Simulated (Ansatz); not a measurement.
# Σ11 (113) boundary in fcc Ni: structure and resistance, part 2 of 3

How much does the Σ11 (113) boundary in fcc Ni reflect electrons?

Ansatz 0.2.0; Ansatz plane-wave DFT, PBE, PAW files, collinear spin; relaxation of a bicrystal slab with its lowest layers held; PAW set soft_1 (the session's first sound run).

So far. Step 2 (Relaxing the bicrystal): The largest force component on a free atom ends at 0.0043 eV/Å, under the tolerance of 0.03, after 4 steps.

**3. Transmission across the boundary**

Bulk layers of each grain are laid under and over the relaxed boundary, and a lead is named in the middle of each, away from the free faces. The mesh across the current, 26×26, is finer than the density's, because channels open and close sharply across the zone. Energies from -0.1 to 0.1 eV in steps of 0.05 eV are too few for the program's thermal sum, so it prints no conductance; for a metal the transmission near the Fermi level serves, at a fraction of the cost.

This step: Ansatz plane-wave DFT, PBE, PAW files, collinear spin; ballistic transport by layer matching (Landauer), zero bias; boundary relaxed in a short slab, bulk layers laid on; PAW set soft_1 (Ansatz 0.2.0).

System of this step: Σ11 (113) boundary in fcc Ni. The cell holds 40 atoms: 40 Ni. Cell: a = 2.492 Å, b = 4.316 Å, c = 49.569 Å, α = 90.0°, β = 90.0°, γ = 73.2°. It derives from Ni. Regions: lower grain, 16 atoms (16 Ni); boundary, 11 atoms (11 Ni); upper grain, 13 atoms (13 Ni). Vacuum lies along c.

Contents of input.yaml:

```yaml
crystal:
  lattice:
    - [2.4918442969, 0.0, 0.0]
    - [1.2459221485, 4.1322562844, 0.0]
    - [0.0, 0.0, 49.568867498]
  atoms:
    - { symbol: Ni, position: [5.7272727274, -11.4545454545, 0.0806958117], spin: 1.0 }
    - { symbol: Ni, position: [5.4545454547, -10.9090909091, 0.1021311608], spin: 1.0 }
    - { symbol: Ni, position: [5.181818182, -10.3636363636, 0.1235665099], spin: 1.0 }
    - { symbol: Ni, position: [4.9090909092, -9.8181818182, 0.145001859], spin: 1.0 }
    - { symbol: Ni, position: [4.6363636365, -9.2727272727, 0.1664372081], spin: 1.0 }
    - { symbol: Ni, position: [4.3636363638, -8.7272727273, 0.1878725571], spin: 1.0 }
    - { symbol: Ni, position: [4.090909091, -8.1818181818, 0.2093079062], spin: 1.0 }
    - { symbol: Ni, position: [3.8181818183, -7.6363636364, 0.2307432553], spin: 1.0 }
    - { symbol: Ni, position: [3.5454545455, -7.0909090909, 0.2521786044], spin: 1.0 }
    - { symbol: Ni, position: [3.2727272728, -6.5454545455, 0.2736139535], spin: 1.0 }
    - { symbol: Ni, position: [3.0000000001, -6.0, 0.2950493025], spin: 1.0 }
    - { symbol: Ni, position: [2.7272727273, -5.4545454546, 0.3164846516], spin: 1.0 }
    - { symbol: Ni, position: [2.4545454546, -4.9090909091, 0.3379200007], spin: 1.0 }
    - { symbol: Ni, position: [2.1818181819, -4.3636363637, 0.3593553498], spin: 1.0 }
    - { symbol: Ni, position: [1.9090909091, -3.8181818182, 0.3807906989], spin: 1.0 }
    - { symbol: Ni, position: [1.6363636364, -3.2727272728, 0.4022260479], spin: 1.0 }
    - { symbol: Ni, position: [0.3636363636, 0.2727272727, 0.423661397], spin: 1.0 }
    - { symbol: Ni, position: [0.0911865629, 0.8176268742, 0.4452808569], spin: 1.0 }
    - { symbol: Ni, position: [0.8189918096, 0.3620163809, 0.4662094316], spin: 1.0 }
    - { symbol: Ni, position: [0.5455646138, 0.9088707725, 0.4884030308], spin: 1.0 }
    - { symbol: Ni, position: [0.2731623113, 0.4536753774, 0.5084034979], spin: 1.0 }
    - { symbol: Ni, position: [0.0014110114, -0.0028220229, 0.5320532845], spin: 1.0 }
    - { symbol: Ni, position: [0.2729114211, 0.4541771578, 0.5557961807], spin: 1.0 }
    - { symbol: Ni, position: [0.5452876994, 0.9094246012, 0.5757119136], spin: 1.0 }
    - { symbol: Ni, position: [0.8188997341, 0.3622005318, 0.5979650008], spin: 1.0 }
    - { symbol: Ni, position: [0.0911836231, 0.8176327539, 0.6188568509], spin: 1.0 }
    - { symbol: Ni, position: [0.3642356407, 0.2715287185, 0.6406446502], spin: 1.0 }
    - { symbol: Ni, position: [1.6369629135, -3.2739258269, 0.6620799993], spin: 1.0 }
    - { symbol: Ni, position: [1.9096901862, -3.8193803724, 0.6835153484], spin: 1.0 }
    - { symbol: Ni, position: [2.1824174589, -4.3648349178, 0.7049506975], spin: 1.0 }
    - { symbol: Ni, position: [2.4551447317, -4.9102894633, 0.7263860465], spin: 1.0 }
    - { symbol: Ni, position: [2.7278720044, -5.4557440087, 0.7478213956], spin: 1.0 }
    - { symbol: Ni, position: [3.0005992772, -6.0011985542, 0.7692567447], spin: 1.0 }
    - { symbol: Ni, position: [3.2733265499, -6.5466530996, 0.7906920938], spin: 1.0 }
    - { symbol: Ni, position: [3.5460538226, -7.0921076451, 0.8121274429], spin: 1.0 }
    - { symbol: Ni, position: [3.8187810954, -7.6375621905, 0.8335627919], spin: 1.0 }
    - { symbol: Ni, position: [4.0915083681, -8.183016736, 0.854998141], spin: 1.0 }
    - { symbol: Ni, position: [4.3642356408, -8.7284712814, 0.8764334901], spin: 1.0 }
    - { symbol: Ni, position: [4.6369629136, -9.2739258269, 0.8978688392], spin: 1.0 }
    - { symbol: Ni, position: [4.9096901863, -9.8193803723, 0.9193041883], spin: 1.0 }
magnetization:
  spin_polarized: true
kpoints:
  mp_grid: { grid: [11, 11, 1] }
hamiltonian:
  xc: pbe
  pseudopotentials: { kind: paw, azcp: { folder: soft_1 } }
scf:
  occupations: { method: fermi_dirac, width: 0.1 }
output:
  transmission:
    leads: [[9, 10], [32, 33]]
    kmesh: [26, 26]
    e_range: [-0.1, 0.1]
    de: 0.05
  write_potential: true
  write_density: true
  volumetric_format: npy
  elf: true
```

On the command line:

```sh
> ansatz run input.yaml --threads 4 --pin off --max-ram 15360MiB --backend cpu --events-out ev --progress --plain --runs-dir out
```

Numbers of over 12 decimals in the logs are rounded to 6 here.

What it wrote:

```text
[...]
Crystal: 40 atoms, lattice volume = 510.408 Å³
Basis set: ecut = 420 eV, 9941 PW (Γ)
Bands: 456, of which v1, the nominal top of the filled ones, is band 360 counted from 1 (359 counted from 0)
Symmetry: 2 space group operations
[...]
k-points: 36 of 121 (time reversal used)
[...]
Starting moments: Σ|m| = 40 μB on 40 of 40 sites
[...]
SCF iter   1: F=—  HF=-233557.684662 eV  |F-HF|=—  |Δ(HF+E_count)|=         —  Δρ=4.02e-2 (↑3.79e-2 ↓4.02e-2)  dr2=5.85e1  dr2_m=8.98e-1  M=33.518 μB ∫|m|=35.596 μB  β_m=0.30  ethr=3.10e-3  ⟨swp⟩=13.1  Hψ=156320  notcnv=0  defer=3717
[...]
SCF iter  20: F=-233586.713564 eV  HF=-233586.713564 eV  |F-HF|=5.58e-8  |Δ(HF+E_count)|=  2.62e-10  Δρ=1.06e-6 (↑3.53e-7 ↓1.06e-6)  dr2=5.54e-8  dr2_m=8.24e-10  M=25.300 μB ∫|m|=28.868 μB  ethr=1.26e-11  ⟨swp⟩=36.9  Hψ=146180  notcnv=0
SCF 1 converged in 20 iterations: F = -233586.713564 eV  dr2 = 5.54e-8
[...]
transmission: 1288 of 12810 steps passed
transmission: 2564 of 12810 steps passed
[...]
transmission: 12810 of 12810 steps passed
WARN: The input density's exchange-correlation potential varies sharply where the density is thin. Do not read a vacuum level from v_tot or v_xc, or from such a field of the output density. On a cell that repeats whose density bears no net charge and no dipole along the vacuum's axis use v_es (v_loc + v_h of the components); under efield.dipole_correction with no amplitude use v_es + v_field, which holds any external [...]
some or all of what a close reads of its open shells is tried by no SCF: some or all of their fillings by name were not asked, since the model of its bands would take too long in so large a cell. Whether a lower state lies along it is not known (a run that goes on reads the state that it goes on from)
SCF converged after 20 iterations
the last check of whether an eigenvalue changes by more than its tolerance under the output density was not made (no_room)
Magnetization: 25.3003 μB (372.6502 up, 347.3498 down)
Absolute magnetization: 28.9102 μB (∫|ρ↑−ρ↓|, with the PAW one-centre terms)
[...]
Per-site moments (μB) at R_I (Å): [(0.786039, 1.027886), (0.721117, 1.027886), (0.659930, 1.027886), (0.675935, 1.027886), (0.663119, 1.027886), (0.669423, 1.027886), (0.652594, 1.027886), (0.658406, 1.027886), (0.658814, 1.027886), (0.657093, 1.027886), (0.660527, 1.027886), (0.657609, 1.027886), (0.658687, 1.027886), (0.659824, 1.027886), (0.657891, 1.027886), (0.659810, 1.027886), (0.659082, 1.021850), (0.657351,  [...]
Free energy (F): -233586.713564 eV
[...]
Internal energy: -233584.508927 eV  (E = F + TS)
E sigma→0 (E₀):  -233585.611246 eV
Entropy (-TS):   -2.204637 eV (-55.116 meV/atom)
Fermi energy:    14.644778 eV
[...]
--- Band table (eV; the first three rows and the last of 72) ---
  k-point 0 ↑: bands = [... 356 lower, 13.9090, 13.9240, 13.9461, 13.9605, 13.9671, 13.9843, 13.9891, 13.9994, ... 92 higher]
  k-point 1 ↑: bands = [... 356 lower, 13.9224, 13.9369, 13.9455, 13.9475, 13.9716, 13.9771, 13.9957, 14.0055, ... 92 higher]
  k-point 2 ↑: bands = [... 356 lower, 13.8856, 13.9079, 13.9251, 13.9559, 13.9798, 13.9916, 14.0038, 14.0133, ... 92 higher]
  k-point 35 ↓: bands = [... 356 lower, 15.0018, 15.0043, 15.0393, 15.0394, 15.8742, 15.8801, 15.9397, 15.9495, ... 92 higher]
--- Transmission ---
  basis      : 93 plane waves across, 35 finite elements along
  points     : 183, standing for a mesh of 26 x 26
  energies   : 5 from -0.100000 to 0.100000 eV about the Fermi level, 0.050000 eV apart; the leads are filled to 0.000000 eV, and channels, transmission and decay are at 0.000000 eV
  crystal 0  : Ni2, at the sites [9, 10], period 2.1251 Å, over 19.13 Å; its Hamiltonian steps by up to 5.6 meV
    offset         : up to 0.0000 Å between an atom of the period and one for which it stands
    channels       : 1.300296e0 up, 3.571006e0 down
    conductance    : none, the energies end too early or step too widely for 300 K: set another output.transmission.e_range or a lower de, or, where they end at an eighth of basis.ecutwfc, a higher one
    slowest decay  : 0.0609 /Å at (0.5000, 0.0769)
[...]
channels       : 1.300296e0 up, 3.571006e0 down
[...]
slowest decay  : 0.0609 /Å at (0.5000, 0.0769)
  junction   : crystal 0 to crystal 1, 13.03 to 36.54 Å
    transmission   : 1.227885e0 up, 2.441490e0 down
[...]
```

It took 22 min on 4 threads of Intel Xeon 6975P-C (Granite Rapids), shared host; peak memory 10 GiB; 87 min of CPU time.

Numbers from this step:

* free energy: -233586.7136 eV
* energy at zero smearing: -233585.6112 eV
* Fermi energy: 14.64 eV
* magnetization: 25.30 μB
* absolute magnetization: 28.91 μB
* cell area: 10.30 Å²
* transmission, spin up: 1.228
* transmission, spin down: 2.441
* open channels, spin up: 1.300
* open channels, upper lead, spin up: 1.300
* open channels, spin down: 3.571
* open channels, upper lead, spin down: 3.571
* step of the lead's potential: 5.6 meV
* step of the upper lead's potential: 5.6 meV

Per spin. Transmission, zone mean against energy, zero at the Fermi level:

| energy (eV) | T up | T down |
| --- | --- | --- |
| -0.1000 | 1.18 | 2.18 |
| -0.0500 | 1.21 | 2.35 |
| 0.0000 | 1.23 | 2.44 |
| 0.0500 | 1.24 | 2.38 |
| 0.1000 | 1.26 | 2.32 |

Per spin. Open channels, zone mean against energy, zero at the Fermi level:

| energy (eV) | lead up | upper lead up | lead down | upper lead down |
| --- | --- | --- | --- | --- |
| -0.1000 | 1.26 | 1.26 | 3.30 | 3.30 |
| -0.0500 | 1.30 | 1.30 | 3.46 | 3.46 |
| 0.0000 | 1.30 | 1.30 | 3.57 | 3.57 |
| 0.0500 | 1.31 | 1.31 | 3.60 | 3.60 |
| 0.1000 | 1.34 | 1.34 | 3.70 | 3.70 |

Transmission over k1 and k2. At 0.0000 eV from the Fermi level, spin up.

Values, 12 rows by 16 columns, each cell a mean:
```
0.07 0.45 1.28 1.93 1.97 1.96 1.92 1.68 1.68 1.93 1.96 1.79 1.12 0.99 0.99 0.65
0.00 0.27 1.85 1.97 1.97 1.96 1.95 1.94 1.95 1.96 1.87 1.25 0.98 0.99 0.98 0.52
0.00 0.27 1.86 1.96 1.97 1.96 1.96 1.97 1.97 1.93 1.31 0.97 0.98 0.99 0.99 0.37
0.00 0.18 1.18 1.21 1.23 1.62 1.90 1.97 1.97 1.62 0.97 0.98 0.98 0.99 0.99 0.37
0.01 0.67 0.99 0.98 0.98 0.97 1.20 1.81 1.96 1.20 0.98 0.98 0.98 0.99 0.99 0.52
0.29 0.85 0.99 0.99 0.98 0.98 0.98 1.44 1.78 1.10 0.98 0.98 0.98 0.99 0.99 0.64
0.22 0.82 0.99 0.99 0.98 0.98 0.98 1.44 1.95 1.25 0.97 0.98 0.98 0.99 0.99 0.51
0.03 0.76 0.99 0.99 0.98 0.98 1.01 1.64 1.97 1.89 1.32 1.07 0.98 0.99 0.85 0.15
0.00 0.74 0.99 0.99 0.98 0.97 1.33 1.96 1.97 1.97 1.96 1.85 1.66 1.65 1.16 0.00
0.03 0.75 0.99 0.99 0.98 1.11 1.85 1.97 1.96 1.96 1.96 1.96 1.97 1.96 1.41 0.00
0.15 0.83 0.99 0.98 1.04 1.85 1.96 1.95 1.89 1.91 1.95 1.97 1.97 1.95 1.17 0.00
0.31 0.86 0.99 1.12 1.75 1.96 1.94 1.70 1.00 1.75 1.95 1.96 1.93 1.30 0.99 0.48
```
Columns: k1 (b1) from -0.5 to 0.462; rows upwards: k2 (b2) from -0.5 to 0.462.

Open channels over k1 and k2. At 0.0000 eV from the Fermi level, spin up.

Ten even steps from '0' (0.00) to '9' (2.00):
```
55555999999999999999555555
00059999999999999995555555
00099999999999999995555555
00099999999999999955555555
00099999999999999555555550
00099999999999999555555550
00099999999999995555555550
00055555999999995555555550
00055555559999955555555550
00555555555999955555555555
05555555555599955555555555
55555555555599955555555555
55555555555599955555555555
55555555555599955555555555
05555555555599955555555555
05555555555599995555555550
00555555555599999555555500
00555555555999999995555500
00555555555999999999999900
00555555559999999999999900
00555555559999999999999900
05555555599999999999999900
05555555999999999999999900
05555555999999999999999500
55555559999999999999995555
55555599999995999999955555
```
Columns: k1 (b1) from -0.5 to 0.462; rows upwards: k2 (b2) from -0.5 to 0.462.

Transmission over k1 and k2. At 0.0000 eV from the Fermi level, spin down.

Values, 12 rows by 16 columns, each cell a mean:
```
2.45 2.55 3.07 2.88 3.17 3.05 2.89 3.95 4.36 3.18 2.68 3.04 2.98 2.50 2.51 2.02
1.69 2.15 3.31 3.07 3.15 3.04 2.86 3.50 3.51 2.99 2.85 2.81 2.48 2.72 2.00 1.11
0.76 1.52 3.27 2.90 3.18 2.81 2.82 3.13 3.50 3.17 2.78 2.30 2.17 2.05 1.66 0.95
1.25 2.30 2.86 2.92 3.07 2.90 2.93 3.09 2.70 2.43 2.02 1.27 1.27 1.46 1.70 0.92
2.25 2.51 2.82 2.45 2.48 2.63 2.57 2.34 2.34 2.06 1.61 1.30 1.17 1.41 1.62 1.11
2.55 2.03 2.81 2.53 2.09 1.51 1.88 2.31 2.77 2.23 1.55 1.22 1.84 2.50 2.03 1.83
2.23 1.32 2.05 1.58 1.21 1.39 1.75 2.35 2.41 2.15 2.17 2.16 2.35 2.69 2.72 2.38
1.34 1.08 1.86 1.23 1.18 1.32 1.89 2.26 2.49 2.74 2.82 2.82 2.73 2.37 2.92 2.33
0.88 1.03 1.86 1.48 1.69 1.98 2.68 2.98 3.32 3.10 2.74 3.05 3.17 3.00 2.90 1.38
0.95 1.10 2.23 2.46 2.35 2.72 2.88 3.18 3.37 2.97 2.81 3.10 3.14 3.13 2.69 1.21
2.00 1.44 2.73 2.54 2.83 2.77 2.82 3.49 4.18 3.25 2.89 3.11 3.12 3.05 3.05 2.29
2.54 2.35 2.66 2.81 3.17 3.01 2.88 3.88 4.45 3.45 2.87 3.12 3.19 2.71 2.93 2.45
```
Columns: k1 (b1) from -0.5 to 0.462; rows upwards: k2 (b2) from -0.5 to 0.462.

Open channels over k1 and k2. At 0.0000 eV from the Fermi level, spin down.

Ten even steps from '0' (1.00) to '9' (6.00):
```
66896666666899986666644866
66898466666899966466646626
66898666666899866666446624
24688866666686666666446420
00488666666666666664446420
00488466646666666664444420
00698666666666666644424420
04896666666664466622224420
26894466666644444222224420
66894446666644444222224420
66686444666444442222224424
66666444464446662222446426
66266444224466644224446626
66246442222666444644446666
64244222222444446664446866
60244222224444466666444986
20244222224444466666644986
00244222266644666666666984
00244244466666666666668960
00244444666666666466648840
00246444666666666666668840
20246446666666866666688864
64266446666689986666668986
66266466646699986666648986
66684466666899986666666986
66694666666899986666664966
```
Columns: k1 (b1) from -0.5 to 0.462; rows upwards: k2 (b2) from -0.5 to 0.462.

Slowest decay crystal 1 over k1 and k2. At 0.0000 eV from the Fermi level, spin up.

Ten even steps from '_' (0.000) to '@' (0.282):
```
____________________________________________________
::**++______________________________________________
++##++______________________________________________
####++______________________________________________
%%%%++____________________________________________--
@@@@++____________________________________________++
@@%%++____________________________________________##
%%##++____________________________________________++
####++____________________________________________--
++**________________________________________________
::__________________________________________________
____________________________________________________
____________________________________________________
____________________________________________________
::__________________________________________________
++________________________________________________**
##--____________________________________________++##
%%++____________________________________________++##
@@##____________________________________________++%%
@@++____________________________________________++@@
%%--____________________________________________++%%
##______________________________________________++##
++______________________________________________++##
::______________________________________________++**
____________________________________________________
____________________________________________________
```
Columns: k1 (b1) from -0.5 to 0.462; rows upwards: k2 (b2) from -0.5 to 0.462.

Spin density in the ca plane at fractional y = 0.181, with atoms of Ni within 0.2 Å of it.

Values in e/Å³, 5 rows by 16 columns, each cell a mean:
```
1.2 0.1 0.0 0.0 0.0 0.0 0.0 0.0 0.0 0.0 0.0 0.4 1.1 0.0 0.0 0.0
0.2 0.0 0.0 0.0 0.0 0.0 0.0 0.0 0.0 0.0 0.0 0.1 0.1 0.0 0.0 0.0
0.0 0.0 0.3 0.0 0.0 0.0 0.0 0.0 0.0 0.2 0.2 0.0 0.0 0.0 0.0 0.0
0.0 0.0 0.2 0.0 0.0 0.0 0.0 0.0 0.0 0.1 0.1 0.0 0.0 0.0 0.0 0.0
0.5 0.0 0.0 0.0 0.0 0.0 0.0 0.0 0.0 0.0 0.0 0.2 0.5 0.0 0.0 0.0
```
Columns run along c (16.0 Å, from fractional 0.68 to 1.00 of the cell), rows up along a (2.5 Å). Atoms in or near the plane, at fractional coordinates: Ni at (0.68, 0.91), Ni at (0.92, 0.91).

ELF in the ca plane at fractional y = 0.181, with atoms of Ni within 0.2 Å of it. It is the smooth field of the valence electrons, not physical close to the nuclei.

Ten even steps from '0' (0.00) to '9' (0.96), each cell a mean:
```
69821222232111112221111123222222896210000000
47522211222111122222111122211222574111000000
22212122112211222222211221122121222111000000
21122135312222222222222221353122112221100000
22222147412222222222222221474223222322100000
11122134212222222222222221243122111221100000
23212122122211222222211222121121232111000000
48622211222111122222111122211222685111000000
```
Columns run along c (16.0 Å, from fractional 0.68 to 1.00 of the cell), rows up along a (2.5 Å). Atoms in or near the plane, at fractional coordinates: Ni at (0.68, 0.91), Ni at (0.92, 0.91).

Valence density in the ca plane at fractional y = 0.181, with atoms of Ni within 0.2 Å of it. It is the smooth field of the valence electrons, not physical close to the nuclei.

Ten steps, logarithmic in the rise over the least value, from '0' (0 e/Å³) to '9' (50 e/Å³), each cell a mean:
```
79841000000122110000122100000013897300000000
58631011100112100000121100111012686200000000
24311123210011100000111001232111343100000000
11111256410000011000000001465211111000000000
01101257520000011111000002576210110000000000
11111145410000000000000001454211111000000000
35411123210011100000111101232111453100000000
68731011100112100000121100111013786200000000
```
Columns run along c (16.0 Å, from fractional 0.68 to 1.00 of the cell), rows up along a (2.5 Å). Atoms in or near the plane, at fractional coordinates: Ni at (0.68, 0.91), Ni at (0.92, 0.91).

Nearest the Fermi level spin up passes 1.23 of 1.30 channels of the lower lead and spin down 2.44 of 3.57.

**4. Specific resistance**

This step: Ansatz plane-wave DFT, PBE, PAW files, collinear spin; ballistic transport by layer matching (Landauer), zero bias; specific resistance of the boundary; PAW set soft_1 (Ansatz 0.2.0).

Numbers from this step:

| Quantity | Value |
| --- | --- |
| area resistance | 0.09863 fΩ m² |
| T over the leads' mean channel count | 0.7369 |
| spin asymmetry γ | 0.4868 (R down - R up) / (R down + R up) |

Averaged over the energies near the Fermi level, 73.7 % of the channels pass, which makes 0.0986 fΩ m².

By hand, with means over the energies near the Fermi level: RA per spin = A (h/e²)(1/T − ½[1/N₁ + 1/N₂]); spin up: 10.30×10⁻²⁰ m² × 25 813 Ω × (1/1.223 − ½[1/1.303 + 1/1.303]) = 0.133 fΩ m²; spin down: 10.30×10⁻²⁰ m² × 25 813 Ω × (1/2.335 − ½[1/3.527 + 1/3.526]) = 0.384 fΩ m². The spins conduct in parallel, so 1/RA = 1/0.133 + 1/0.384 and RA = 0.0986 fΩ m²; γ = (0.384 − 0.133)/(0.384 + 0.133) = 0.49.

(Part 2 of 3 ends here.)

[Logs are printed without paths, hosts, clocks, repeated set-up lines and the standing remarks that a program may print on its own settings, such as how far it seeks lower states.]

[Hosts, paths, dates, database ids (printed as entryN), source tags and the programs' standing remarks are cut or masked in the printed files.]
